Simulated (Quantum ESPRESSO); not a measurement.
GdO2 (P2_1/m), O K edge of atom 3, with 1 Gd at 2.35 Å and 2 Gd at 2.38 Å (distorted pyramidal, site symmetry m). Method: Quantum ESPRESSO XSpectra, LDA, excited-electron core hole (neutral cell), 12-atom cell with 5.6 Å between holes, 6×6×5 k points, dipole transitions, Lorentzian half width 0.3 eV up to 4 eV, rising linearly to 2.5 eV at 25 eV, without spin-orbit coupling.

```
Gd O
1.0
     4.18442    0.00000    0.00000
     0.00000    3.72871    0.00000
    -1.52080    0.00000    5.88989
Gd O
2 4
Direct
  0.68094 0.75000 0.79788
  0.31906 0.25000 0.20212
  0.30052 0.75000 0.44099
  0.69948 0.25000 0.55902
  0.23945 0.75000 0.95679
  0.76055 0.25000 0.04321
```

Energy from the energy zero of the input (xe0, at the border of filled and empty states); a common scale on which the isotropic spectrum has a mean of 1 over the first 20 eV.

| E (eV) | curve 1 | curve 2 | curve 3 |
| --- | --- | --- | --- |
| -2.0 | 0.02 | 0.03 | 0.02 |
| -1.5 | 0.02 | 0.03 | 0.03 |
| -1.0 | 0.03 | 0.06 | 0.05 |
| -0.5 | 0.05 | 0.14 | 0.10 |
| 0.0 | 0.12 | 0.44 | 0.32 |
| 0.5 | 0.07 | 0.22 | 0.17 |
| 1.0 | 0.04 | 0.08 | 0.07 |
| 1.5 | 0.04 | 0.05 | 0.06 |
| 2.0 | 0.04 | 0.04 | 0.05 |
| 2.5 | 0.05 | 0.04 | 0.06 |
| 3.0 | 0.05 | 0.05 | 0.07 |
| 3.5 | 0.07 | 0.06 | 0.09 |
| 4.0 | 0.08 | 0.07 | 0.13 |
| 4.5 | 0.13 | 0.10 | 0.23 |
| 5.0 | 0.21 | 0.17 | 0.48 |
| 5.5 | 0.40 | 0.32 | 1.19 |
| 6.0 | 0.82 | 0.66 | 2.46 |
| 6.5 | 1.24 | 0.95 | 2.33 |
| 7.0 | 1.46 | 1.13 | 1.87 |
| 7.5 | 1.58 | 1.19 | 1.48 |
| 8.0 | 1.82 | 1.13 | 1.31 |
| 8.5 | 2.13 | 1.22 | 1.21 |
| 9.0 | 2.44 | 1.54 | 1.13 |
| 9.5 | 2.64 | 2.01 | 1.07 |
| 10.0 | 2.62 | 2.37 | 0.97 |
| 10.5 | 2.35 | 2.38 | 0.88 |
| 11.0 | 1.96 | 2.06 | 0.84 |
| 11.5 | 1.67 | 1.70 | 0.84 |
| 12.0 | 1.53 | 1.51 | 0.89 |
| 12.5 | 1.47 | 1.44 | 0.95 |
| 13.0 | 1.44 | 1.39 | 1.00 |
| 13.5 | 1.38 | 1.29 | 1.04 |
| 14.0 | 1.33 | 1.20 | 1.07 |
| 14.5 | 1.28 | 1.13 | 1.09 |
| 15.0 | 1.24 | 1.08 | 1.10 |
| 15.5 | 1.20 | 1.04 | 1.09 |
| 16.0 | 1.15 | 1.02 | 1.10 |
| 16.5 | 1.10 | 1.01 | 1.13 |
| 17.0 | 1.06 | 1.01 | 1.20 |
| 17.5 | 1.01 | 1.02 | 1.28 |
| 18.0 | 0.97 | 1.03 | 1.34 |
| 18.5 | 0.94 | 1.04 | 1.35 |
| 19.0 | 0.93 | 1.06 | 1.34 |
| 19.5 | 0.93 | 1.09 | 1.30 |
| 20.0 | 0.94 | 1.12 | 1.25 |
| 20.5 | 0.97 | 1.16 | 1.21 |
| 21.0 | 1.00 | 1.20 | 1.18 |
| 21.5 | 1.03 | 1.23 | 1.15 |
| 22.0 | 1.05 | 1.26 | 1.14 |
| 22.5 | 1.07 | 1.29 | 1.14 |
| 23.0 | 1.08 | 1.30 | 1.13 |
| 23.5 | 1.08 | 1.31 | 1.13 |
| 24.0 | 1.08 | 1.31 | 1.12 |
| 24.5 | 1.08 | 1.29 | 1.11 |
| 25.0 | 1.07 | 1.27 | 1.10 |
| 25.5 | 1.07 | 1.26 | 1.08 |
| 26.0 | 1.07 | 1.23 | 1.06 |
| 26.5 | 1.07 | 1.20 | 1.04 |
| 27.0 | 1.07 | 1.17 | 1.02 |
| 27.5 | 1.08 | 1.14 | 1.00 |
| 28.0 | 1.10 | 1.10 | 0.99 |
| 28.5 | 1.11 | 1.06 | 0.98 |
| 29.0 | 1.12 | 1.02 | 0.98 |
| 29.5 | 1.12 | 0.97 | 0.98 |
| 30.0 | 1.12 | 0.94 | 0.98 |
| 30.5 | 1.10 | 0.90 | 0.98 |
| 31.0 | 1.08 | 0.87 | 0.98 |
| 31.5 | 1.05 | 0.84 | 0.97 |
| 32.0 | 1.02 | 0.82 | 0.96 |

Q: The curves are for the electric vector along different Cartesian axes of the cell as given, averaged over the symmetry-equivalent atoms. Which is which?

Curve 1: along z, main maxima 0.1 eV (0.14) and 9.8 eV (2.66). Curve 2: along y, main maxima 0.1 eV (0.54), 7.4 eV (1.20), 10.3 eV (2.43) and 23.5 eV (1.31). Curve 3: along x, main maxima 0.1 eV (0.40), 6.2 eV (2.56) and 18.4 eV (1.35). A K edge sees empty p states on the absorber. Each direction probes the empty orbitals that point along it. The run has no spin polarisation, although Gd can carry a moment. Lanthanide 4f electrons are frozen in the core.

[Banner, clock and machine lines of the logs are left out without a mark of their own.]

[Logs are printed without paths, hosts, clocks, repeated set-up lines and the standing remarks that a program may print on its own settings, such as how far it seeks lower states.]

[Hosts, paths, dates, database ids (printed as entryN), source tags and the programs' standing remarks are cut or masked in the printed files.]

[Lists of maxima count a maximum above −3 eV only where it reaches 4 % of the highest in the window and stands out from its surroundings by 2 % of it (1.5 % where it reaches 55 %); shoulders and weaker maxima are passed over, and of the rest the first, up to two pre-edge ones and the few strongest are named.]
